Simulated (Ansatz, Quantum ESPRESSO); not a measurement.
# Lattice dynamics of LiCl (Fm-3m) in two programs

How does LiCl (Fm-3m) vibrate, and is this structure a minimum?

Method: DFT LDA, scalar-relativistic, plane waves, JTH PAW pseudopotentials, in Quantum ESPRESSO 7.5.

This is a report of a sequence of runs, with most program output left out.

The database entry behind the starting cell differs from later determinations by our own check (0.1 to 0.3 % short, probably kX units), so it need not match the best structure at ambient conditions.

## (1) The starting structure

The structure is cubic, space group Fm-3m (No. 225). The conventional cell has a = 5.130 Å, b = 5.130 Å, c = 5.130 Å, α = 90.00°, β = 90.00°, γ = 90.00°. Nearest to Li lie 6 Cl at 2.56 Å. Cl has 6 Li at 2.56 Å nearest. Farther neighbours and most contacts between anions are not listed.

## (2) A first look

Before anything dear is run, a loose run with smearing shows whether this is a metal and how far the cell is from rest.

probe.in reads:

```
&control
   calculation = 'scf'
   prefix = 'x'
   outdir = './tmp'
   pseudo_dir = './pseudo'
   tprnfor = .true.
   tstress = .true.
   verbosity = 'high'
/
&system
   ibrav = 2
   celldm(1) = 9.69342575
   nat = 2
   ntyp = 2
   ecutwfc = 50.0
   ecutrho = 250.0
   occupations = 'smearing'
   smearing = 'gaussian'
   degauss = 0.01
/
&electrons
   conv_thr = 1.0d-07
   mixing_beta = 0.7
   electron_maxstep = 100
/
ATOMIC_SPECIES
 Li      6.9400  Li.upf
 Cl     35.4500  Cl.upf
ATOMIC_POSITIONS crystal
 Li     0.000000000   0.000000000   0.000000000
 Cl     0.500000000   0.500000000   0.500000000
K_POINTS automatic
 6 6 6 0 0 0
```

The run is started by

```bash
$ OMP_NUM_THREADS=1 mpirun -n 2 pw.x -nk 2 -in probe.in > probe.out
```

Wall time 2.3 s (2 MPI ranks of Intel Xeon Platinum 8375C at 2.90GHz (Ice Lake), shared host); 4.3 s of CPU time.

This step gave:

```yaml
volume_per_atom: 16.87 Å³
pressure: -3.218 GPa
gap_on_the_k_mesh: 5.981 eV
```

A gap of 6.0 eV opens on this mesh, so the crystal is taken as an insulator; the start stands at -3.2 GPa.

## (3) Relaxation

The relaxation runs at a cutoff a fifth above that of the response, since stress converges more slowly with the basis than frequencies do. Forces and stress are brought to rest with tight thresholds.

relax.in reads:

```
&control
   calculation = 'vc-relax'
   prefix = 'x'
   outdir = './tmp'
   pseudo_dir = './pseudo'
   tprnfor = .true.
   tstress = .true.
   forc_conv_thr = 2.0d-05
   etot_conv_thr = 1.0d-07
   nstep = 40
/
&system
   ibrav = 2
   celldm(1) = 9.69342575
   nat = 2
   ntyp = 2
   ecutwfc = 60
   ecutrho = 300.0
   occupations = 'fixed'
   nbnd = 7
/
&electrons
   conv_thr = 1.0d-11
   mixing_beta = 0.7
   electron_maxstep = 100
/
&ions
/
&cell
   press_conv_thr = 0.2
/
ATOMIC_SPECIES
 Li      6.9400  Li.upf
 Cl     35.4500  Cl.upf
ATOMIC_POSITIONS crystal
 Li     0.000000000   0.000000000   0.000000000
 Cl     0.500000000   0.500000000   0.500000000
K_POINTS automatic
 6 6 6 0 0 0
```

The run is started by

```bash
$ OMP_NUM_THREADS=1 mpirun -n 2 pw.x -nk 2 -in relax.in > relax.out
```

Run time: 13 s. Hardware: 2 MPI ranks; 26 s of CPU time.

The steps of the relaxation:

| step | energy less that of the first step (eV) | largest force (eV/Å) | pressure (GPa) | volume (Å³) |
| --- | --- | --- | --- | --- |
| 1 | 0.0000 | 0.0000 | -3.13 | 33.74 |
| 2 | -0.0097 | 0.0000 | -2.69 | 33.21 |
| 3 | -0.0213 | 0.0000 | -1.95 | 32.41 |
| 4 | -0.0309 | 0.0000 | -0.67 | 31.25 |
| 5 | -0.0320 | 0.0000 | 0.07 | 30.67 |
| 6 | -0.0320 | 0.0000 | 0.00 | 30.72 |
| 7 | -0.0320 | 0.0000 | 0.00 | 30.72 |
| 8 | -0.0318 | 0.0000 | -0.01 | 30.72 |

| conventional cell, symmetrised | before | after | change |
| --- | --- | --- | --- |
| a (Å) | 5.130 | 4.972 | -3.1 % |
| b (Å) | 5.130 | 4.972 | -3.1 % |
| c (Å) | 5.130 | 4.972 | -3.1 % |
| volume (Å³/atom) | 16.87 | 15.36 | -8.9 % |

Final coordinates:

```xyz
2
Lattice="-2.4859 0.0000 2.4859 0.0000 2.4859 2.4859 -2.4859 2.4859 0.0000" Properties=species:S:1:pos:R:3 pbc="T T T"
Li    0.0000    0.0000    0.0000
Cl   -2.4859    2.4859    2.4859
```

The last row of the table of steps is pw.x's closing run on a basis chosen anew for the final cell, so its energy can jump.

This step gave:

| Item | Value |
| --- | --- |
| volume per atom | 15.36 Å³ |
| pressure | -0.01400 GPa |
| gap on the k-mesh | 6.482 eV |

The volume changes by -8.9 % from the cell with which this run began.

## (4) Ground state

Perturbation theory inherits every error of the wavefunctions, so the threshold is set near the limit of the arithmetic. With a gap, occupations are fixed, which also allows the response to an electric field.

scf.in reads:

```
&control
   calculation = 'scf'
   prefix = 'x'
   outdir = './tmp'
   pseudo_dir = './pseudo'
   tprnfor = .true.
   tstress = .true.
/
&system
   ibrav = 2
   celldm(1) = 9.39533523
   nat = 2
   ntyp = 2
   ecutwfc = 50.0
   ecutrho = 250.0
   occupations = 'fixed'
   nbnd = 7
/
&electrons
   conv_thr = 1.0d-12
   mixing_beta = 0.7
   electron_maxstep = 100
/
ATOMIC_SPECIES
 Li      6.9400  Li.upf
 Cl     35.4500  Cl.upf
ATOMIC_POSITIONS crystal
 Li     0.000000000   0.000000000   0.000000000
 Cl     0.500000000   0.500000000   0.500000000
K_POINTS automatic
 8 8 8 0 0 0
```

The run is started by

```bash
$ OMP_NUM_THREADS=1 mpirun -n 2 pw.x -nk 2 -in scf.in > scf.out
```

Elapsed: 3.4 s, on 2 MPI ranks; 6.4 s of CPU time.

Numbers from this step:

| Property | Result |
| --- | --- |
| pressure | -0.161 GPa |

The cell stands at -0.16 GPa, close enough for phonons.

## (5) Phonons on a q mesh

Linear response treats each wavevector in the unit cell, with no supercell; the 4×4×4 mesh fixes the range of the force constants to be had.

ph.in reads:

```
phonons
&inputph
   prefix = 'x'
   outdir = './tmp'
   fildyn = 'x.dyn'
   tr2_ph = 1.0d-18
   epsil = .true.
   ldisp = .true.
   nq1 = 4
   nq2 = 4
   nq3 = 4
/
```

The run is started by

```bash
$ OMP_NUM_THREADS=1 mpirun -n 2 ph.x -nk 2 -in ph.in > ph.out
```

The job ended after 11 min (2 MPI ranks; 23 min of CPU time).

Read from the output:

* miss of the charge sum rule: 0.01489 e
* largest acoustic frequency at the zone centre before the sum rule: 0.47 cm⁻¹
* highest optical zone-centre mode (no LO-TO term): 229.3 cm⁻¹
* lowest optical zone-centre mode: 229.3 cm⁻¹
* mean high-frequency dielectric constant: 3.184
* largest Born charge in size (third of the trace): 1.168 e
* lowest mode on the q mesh (acoustic ones at the zone centre apart): 89.39 cm⁻¹

Frequencies (cm⁻¹) at each irreducible wavevector; negative means imaginary. Frequencies by wavevector:

| q (fractions) | star | mode 1 | mode 2 | mode 3 | mode 4 | mode 5 | mode 6 |
| --- | --- | --- | --- | --- | --- | --- | --- |
| 0 0 0 | 1 | 0.47 | 0.47 | 0.47 | 229.3 | 229.3 | 229.3 |
| 0 0 0.25 | 8 | 89.39 | 89.39 | 151.9 | 232.1 | 232.1 | 415.3 |
| 0 0 -0.5 | 4 | 126.3 | 126.3 | 213.9 | 234.3 | 234.3 | 418.3 |
| 0 0.25 0.25 | 6 | 97.3 | 97.3 | 166.9 | 237.7 | 237.7 | 338 |
| 0 0.25 -0.5 | 24 | 130.1 | 159.5 | 188 | 237 | 250 | 325.4 |
| 0 0.25 -0.25 | 12 | 127.3 | 143.3 | 191.2 | 230.9 | 249 | 360.8 |
| 0 -0.5 -0.5 | 3 | 127.5 | 127.5 | 191.7 | 242.9 | 242.9 | 266.6 |
| 0.25 -0.5 -0.25 | 6 | 163.1 | 168.5 | 168.5 | 256.7 | 256.7 | 276.2 |

Born charge (rows field, columns displacement), before the sum rule (e), principal values of the symmetric part by kind of site:

| atom | atoms with these values | low | middle | high | mean |
| --- | --- | --- | --- | --- | --- |
| Li1 | 1 | 1.15 | 1.15 | 1.15 | 1.15 |
| Cl2 | 1 | -1.17 | -1.17 | -1.17 | -1.17 |

In full for Cl2:

```
-1.17  0.00  0.00
 0.00 -1.17  0.00
 0.00  0.00 -1.17
```

High-frequency dielectric tensor:

```
3.18 0.00 0.00
0.00 3.18 0.00
0.00 0.00 3.18
```

The acoustic modes at Γ come out as far as 0.5 cm⁻¹ from zero, where they should vanish, a small numerical error; the Born charges miss their sum rule by 0.015 e, which is good.

## (6) Fourier transform to real space

The dynamical matrices of the mesh are Fourier-transformed to force constants in real space, after the long-range dipole part is taken out.

q2r.in reads:

```
&input
   fildyn = 'x.dyn'
   zasr = 'crystal'
   flfrc = 'x.fc'
/
```

The run is started by

```bash
$ q2r.x < q2r.in > q2r.out
```

The job ended after 0.61 s (1 thread).

## (7) Dispersion

From the force constants any wavevector is cheap; points of the mesh come back as solved, but for the sum rule and, in polar crystals, the LO-TO term at Γ; the rest is interpolation.

matdyn.in reads:

```
&input
   asr = 'crystal'
   flfrc = 'x.fc'
   flfrq = 'x.freq'
   flvec = 'x.modes'
   q_in_band_form = .true.
   q_in_cryst_coord = .true.
/
8
  0.0000000   0.0000000   0.0000000  12  ! GAMMA
 -0.0000000   0.5000000   0.5000000  12  ! X
 -0.0000000   0.6250000   0.3750000   1  ! U
 -0.3750000   0.3750000  -0.0000000  12  ! K
  0.0000000   0.0000000   0.0000000  12  ! GAMMA
 -0.0000000   0.5000000  -0.0000000  12  ! L
 -0.2500000   0.5000000   0.2500000  12  ! W
 -0.0000000   0.5000000   0.5000000   1  ! X
```

The run is started by

```bash
$ matdyn.x -in matdyn.in > matdyn.out
```

It took 0.6 s on 1 thread.

Numbers from this step:

```
lowest frequency on the path : 0 cm⁻¹
```

Matdyn.x, sum rule crystal. The phonon branches at the labelled points (cm⁻¹):

| point | branch 1 | branch 2 | branch 3 | branch 4 | branch 5 | branch 6 |
| --- | --- | --- | --- | --- | --- | --- |
| Γ | 0 | 0 | 0 | 229 | 229 | 412 |
| halfway | 97 | 97 | 167 | 238 | 238 | 338 |
| X | 128 | 128 | 192 | 243 | 243 | 267 |
| halfway | 131 | 145 | 190 | 242 | 256 | 265 |
| U | 136 | 176 | 182 | 241 | 260 | 289 |
| jump to K | 136 | 176 | 182 | 241 | 260 | 289 |
| halfway | 107 | 114 | 167 | 224 | 249 | 387 |
| Γ | 0 | 0 | 0 | 229 | 229 | 412 |
| halfway | 89 | 89 | 152 | 232 | 232 | 415 |
| L | 126 | 126 | 214 | 234 | 234 | 418 |
| halfway | 138 | 157 | 195 | 238 | 248 | 349 |
| W | 163 | 168 | 168 | 257 | 257 | 276 |
| halfway | 142 | 148 | 187 | 248 | 260 | 264 |
| X | 128 | 128 | 192 | 243 | 243 | 267 |

All branches are real along the path.

## (8) Density of states

Sums over the zone need many more wavevectors than were solved, so the interpolation is sampled on a dense mesh.

matdyn.in reads:

```
&input
   asr = 'crystal'
   flfrc = 'x.fc'
   dos = .true.
   fldos = 'x.dos'
   nk1 = 16
   nk2 = 16
   nk3 = 16
   deltaE = 1.0
/
```

The run is started by

```bash
$ matdyn.x -in matdyn.in > matdyn.out
```

Run time: 4.8 s. Hardware: 1 thread.

This step gave:

* share of modes beyond 3i cm⁻¹ on the dense interpolated mesh: 0
* zero-point energy per atom: 39.24 meV
* heat capacity at 300 K: 22.72 J/(mol atoms K)
* vibrational entropy at 300 K: 27.67 J/(mol atoms K)

The phonon density of states has structure finer than the step of the table below, so its rows give means over 10 cm⁻¹, whole bins alone (the curve runs from 0 to 418 cm⁻¹). Peaks (cm⁻¹: height): total 136.0: 0.0507, 188.0: 0.0622, 240.0: 0.105; Cl 136.0: 0.0473, 188.0: 0.0549, 242.0: 0.0121; Li 240.0: 0.0935.

Tetrahedra. Phonon density of states against wavenumber; means over each step; values in 1/cm⁻¹/cell:

| wavenumber (cm⁻¹) | total | Cl | Li |
| --- | --- | --- | --- |
| 10 | 2.2e-5 | 1.8e-5 | 2.0e-6 |
| 20 | 8.9e-5 | 7.2e-5 | 1.5e-5 |
| 30 | 4.2e-4 | 3.5e-4 | 6.4e-5 |
| 40 | 8.0e-4 | 6.8e-4 | 1.2e-4 |
| 50 | 0.00147 | 0.00125 | 2.2e-4 |
| 60 | 0.00226 | 0.00194 | 3.2e-4 |
| 70 | 0.00341 | 0.00295 | 4.6e-4 |
| 80 | 0.00498 | 0.00434 | 6.4e-4 |
| 90 | 0.00708 | 0.00623 | 8.6e-4 |
| 100 | 0.0103 | 0.00911 | 0.00115 |
| 110 | 0.0151 | 0.0135 | 0.00154 |
| 120 | 0.0243 | 0.0222 | 0.00214 |
| 130 | 0.0449 | 0.0416 | 0.00331 |
| 140 | 0.0403 | 0.0376 | 0.00270 |
| 150 | 0.0253 | 0.0235 | 0.00180 |
| 160 | 0.0211 | 0.0196 | 0.00154 |
| 170 | 0.0164 | 0.0151 | 0.00136 |
| 180 | 0.0176 | 0.0158 | 0.00181 |
| 190 | 0.0470 | 0.0419 | 0.00507 |
| 200 | 0.0145 | 0.0131 | 0.00139 |
| 210 | 0.00298 | 0.00275 | 2.3e-4 |
| 220 | 0.00110 | 1.0e-4 | 9.9e-4 |
| 230 | 0.0368 | 0.00286 | 0.0339 |
| 240 | 0.0944 | 0.0100 | 0.0844 |
| 250 | 0.0514 | 0.00751 | 0.0439 |
| 260 | 0.0138 | 0.00204 | 0.0118 |
| 270 | 0.00496 | 4.2e-4 | 0.00454 |
| 280 | 0.00581 | 2.1e-4 | 0.00561 |
| 290 | 0.00625 | 1.3e-4 | 0.00611 |
| 300 | 0.00628 | 1.0e-4 | 0.00617 |
| 310 | 0.00628 | 9.4e-5 | 0.00619 |
| 320 | 0.00636 | 1.0e-4 | 0.00626 |
| 330 | 0.00639 | 1.2e-4 | 0.00628 |
| 340 | 0.00647 | 1.4e-4 | 0.00633 |
| 350 | 0.00662 | 1.8e-4 | 0.00644 |
| 360 | 0.00671 | 2.2e-4 | 0.00649 |
| 370 | 0.00689 | 2.7e-4 | 0.00661 |
| 380 | 0.00726 | 3.5e-4 | 0.00692 |
| 390 | 0.00743 | 4.3e-4 | 0.00699 |
| 400 | 0.00837 | 5.9e-4 | 0.00778 |
| 410 | 0.00743 | 5.8e-4 | 0.00685 |

Harmonic thermodynamic functions per atom, summed over the density of states scaled to three modes an atom; melting is ignored. Thermodynamic functions:

| T (K) | F_vib (meV/atom) | S (J/mol-atom/K) | C_V (J/mol-atom/K) |
| --- | --- | --- | --- |
| 0 | 39.24 | 0 | 0 |
| 50 | 39.06 | 1.442 | 4.136 |
| 100 | 36.93 | 7.127 | 12.78 |
| 200 | 23.21 | 18.88 | 20.4 |
| 300 | -1.14 | 27.67 | 22.72 |
| 400 | -33.42 | 34.35 | 23.64 |
| 500 | -71.88 | 39.68 | 24.1 |
| 600 | -115.4 | 44.1 | 24.35 |
| 700 | -163.1 | 47.86 | 24.5 |
| 800 | -214.4 | 51.14 | 24.61 |
| 900 | -268.9 | 54.04 | 24.68 |
| 1000 | -326.3 | 56.65 | 24.73 |

At 300 K the heat capacity has reached 91 % of the Dulong-Petit value.

## (9) Modes with the sum rule

A rigid shift of the crystal must cost nothing, but grids and finite bases break this; the acoustic sum rule is imposed before the matrix is diagonalised again. With Born charges the intensities follow, and the static dielectric tensor.

dynmat.in reads:

```
&input
   fildyn = 'x.dyn1'
   asr = 'simple'
   fileig = 'dynmat.eig'
   lperm = .true.
/
```

The run is started by

```bash
$ dynmat.x -in dynmat.in > dynmat.out
```

Run time: 0.56 s. Hardware: 1 thread.

Numbers from this step:

```yaml
mean_static_dielectric_constant: 10.25
```

Unit eigenvectors of the mass-weighted matrix after the sum rule; no LO-TO term. Modes at Γ, with each element's share of the kinetic energy:

| mode | frequency (cm⁻¹) | symmetry | Li % | Cl % |
| --- | --- | --- | --- | --- |
| 1 | 0.0 | acoustic | 16 | 84 |
| 2 | 0.0 | acoustic | 16 | 84 |
| 3 | 0.0 | acoustic | 16 | 84 |
| 4 | 229.3 | T1u | 84 | 16 |
| 5 | 229.3 | T1u | 84 | 16 |
| 6 | 229.3 | T1u | 84 | 16 |

Displacements in mode 4 (229.3 cm⁻¹), the largest set to 1:
```
Li1  0.00  0.00  1.00
Cl2  0.00  0.00 -0.20
```

Degenerate modes summed, no LO-TO term. Lines of the infrared spectrum (strongest = 100):

| position (cm⁻¹) | lines merged | label | IR intensity, relative |
| --- | --- | --- | --- |
| 229 | 3 | T1u | 100 |

Static dielectric tensor (ions relaxed, fixed cell):

```
10.25  0.00  0.00
 0.00 10.25  0.00
 0.00  0.00 10.25
```

The rule moves no optical mode by more than 0.1 cm⁻¹.

## (10) Sum rules set otherwise: a sum rule for molecules or wires on a crystal

This rule also removes rotations, which suits wires and not a crystal; it is tried to see the harm.

dynmat.in reads:

```
&input
   fildyn = 'x.dyn1'
   asr = 'one-dim'
   fileig = 'dynmat.eig'
   lperm = .true.
/
```

The run is started by

```bash
$ dynmat.x -in dynmat.in > dynmat.out
```

Run time: 0.56 s. Hardware: 1 thread.

The program raised no error, yet the settings are not those of a careful run.

The fault: a sum rule for molecules or wires on a crystal; 1 optical mode is projected out to zero frequency, as if it were a rotation, and the static dielectric tensor is spoilt.

For a crystal the rule has to be 'simple' or 'crystal'.

Zone-centre frequencies as printed; negative means imaginary. Modes:

| mode | frequency (cm⁻¹) |
| --- | --- |
| 1 | 0 |
| 2 | 0 |
| 3 | 0 |
| 4 | 0 |
| 5 | 229.3 |
| 6 | 229.3 |

## (11) Sum rules set otherwise (asr no)

Without the rule the raw error of the acoustic modes shows.

dynmat.in reads:

```
&input
   fildyn = 'x.dyn1'
   asr = 'no'
   fileig = 'dynmat.eig'
   lperm = .true.
/
```

The run is started by

```bash
$ dynmat.x -in dynmat.in > dynmat.out
```

Run time: 0.56 s. Hardware: 1 thread.

Read from the output:

```
largest acoustic frequency at the zone centre before the sum rule : 0.48 cm⁻¹
mean static dielectric constant                                   : 10.19
```

Zone-centre frequencies as printed; negative means imaginary. Modes:

| mode | frequency (cm⁻¹) |
| --- | --- |
| 1 | 0.48 |
| 2 | 0.48 |
| 3 | 0.48 |
| 4 | 229.3 |
| 5 | 229.3 |
| 6 | 229.3 |

Against the first rule no mode moves by more than 0.5 cm⁻¹.

## (12) The LO-TO splitting (1 0 0)

A longitudinal polar mode sets up a macroscopic field that stiffens it; the term hangs on the direction from which q goes to zero.

dynmat.in reads:

```
&input
   fildyn = 'x.dyn1'
   asr = 'simple'
   fileig = 'dynmat.eig'
   q(1) = 1.0
   q(2) = 0.0
   q(3) = 0.0
/
```

The run is started by

```bash
$ dynmat.x -in dynmat.in > dynmat.out
```

The job ended after 0.56 s (1 thread).

This step gave:

| Quantity | Value |
| --- | --- |
| highest mode moved by the LO-TO term | 411.5 cm⁻¹ |

Zone-centre frequencies as printed; negative means imaginary. Modes:

| mode | frequency (cm⁻¹) |
| --- | --- |
| 1 | 0 |
| 2 | 0 |
| 3 | 0 |
| 4 | 229.3 |
| 5 | 229.3 |
| 6 | 411.5 |

The field moves one mode, from 229 to 412 cm⁻¹; the others stay.

## (13) The dispersion under another sum rule (asr no)

The sum rule corrects the force constants themselves, so it can shift branches at any wavevector, low ones most.

matdyn.in reads:

```
&input
   asr = 'no'
   flfrc = 'x.fc'
   flfrq = 'x.freq'
   flvec = 'x.modes'
   q_in_band_form = .true.
   q_in_cryst_coord = .true.
/
8
  0.0000000   0.0000000   0.0000000   8  ! GAMMA
 -0.0000000   0.5000000   0.5000000   8  ! X
 -0.0000000   0.6250000   0.3750000   1  ! U
 -0.3750000   0.3750000  -0.0000000   8  ! K
  0.0000000   0.0000000   0.0000000   8  ! GAMMA
 -0.0000000   0.5000000  -0.0000000   8  ! L
 -0.2500000   0.5000000   0.2500000   8  ! W
 -0.0000000   0.5000000   0.5000000   1  ! X
```

The run is started by

```bash
$ matdyn.x -in matdyn.in > matdyn.out
```

Elapsed: 0.58 s, on 1 thread.

Numbers from this step:

```
lowest frequency on the path : 0.4769 cm⁻¹
```

At the labelled points the branches move by no more than 0.6 cm⁻¹.

(Continued in part 2 of 2.)

[Host names and launcher messages were left out of these logs when they were recorded.]

[Logs are printed without paths, hosts, clocks, repeated set-up lines and the standing remarks that a program may print on its own settings, such as how far it seeks lower states.]

[Hosts, paths, dates, database ids (printed as entryN), source tags and the programs' standing remarks are cut or masked in the printed files.]
